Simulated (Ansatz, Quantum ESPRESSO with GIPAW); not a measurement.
# From a field gradient to a quadrupolar line: 17O in CH4O

A plane-wave PAW calculation (PBEsol, Ansatz) gives this electric field gradient, in 10²¹ V/m² and Cartesian axes, at one O site of CH4O (atom 1; hydroxyl; site symmetry 1):

```
      0.1954        0.9787        5.7750
      0.9787        5.6254       13.0263
      5.7750       13.0263       -5.8208
```

17O has spin 5/2, Q = -0.02558 barn and |γ|/2π = 5.7742 MHz/T. The cell is the P2_12_12_1 form of a database entry, atoms relaxed, static and at 0 K. The PAW files were made for PBE.

**Task.** Find C_Q, η_Q and ν_Q, and the shift and width of the central transition under fast MAS at 11.7 T and 14.1 T.

1. The tensor is symmetric and traceless. Its eigenvalues, ordered by size, are V_xx = 0.3141, V_yy = 15.2281 and V_zz = -15.5422.

2. η_Q = (V_xx − V_yy)/V_zz = 0.960.

3. C_Q = eQV_zz/h. One unit of 10²¹ V/m² with one barn gives 24.18 MHz, so C_Q = 24.18 × −0.02558 × −15.5422 = 9.613 MHz. A spectrum shows its size, not its sign.

4. ν_Q = 3C_Q/[2I(2I−1)] = 1.442 MHz in size, and P_Q = |C_Q|√(1 + η²/3) = 10.990 MHz.

5. The resonances lie at ν0 = 67.56 and 81.42 MHz, so ν_Q/ν0 is 0.021 at most and second order holds. The centre of gravity moves by δ_Q = −(3/40)(P_Q/ν0)² F × 10⁶ ppm, with F = [I(I+1) − 3/4]/[I²(2I−1)²] = 0.08: -159 ppm at 11.7 T and -109 ppm at 14.1 T.

6. Summing the second-order term over orientations gives a full width of 350 ppm (24 kHz) and 241 ppm (20 kHz). In ppm both fall as 1/B²: (11.7/14.1)² = 0.689. The spinning rate must pass the static width for this shape to show cleanly.

[Banner, clock, file and message-heading lines were taken out of the pw.x and gipaw.x logs.]

[Logs are printed without paths, hosts, clocks, repeated set-up lines and the standing remarks that a program may print on its own settings, such as how far it seeks lower states.]

[Hosts, paths, dates, database ids (printed as entryN), source tags and the programs' standing remarks are cut or masked in the printed files.]
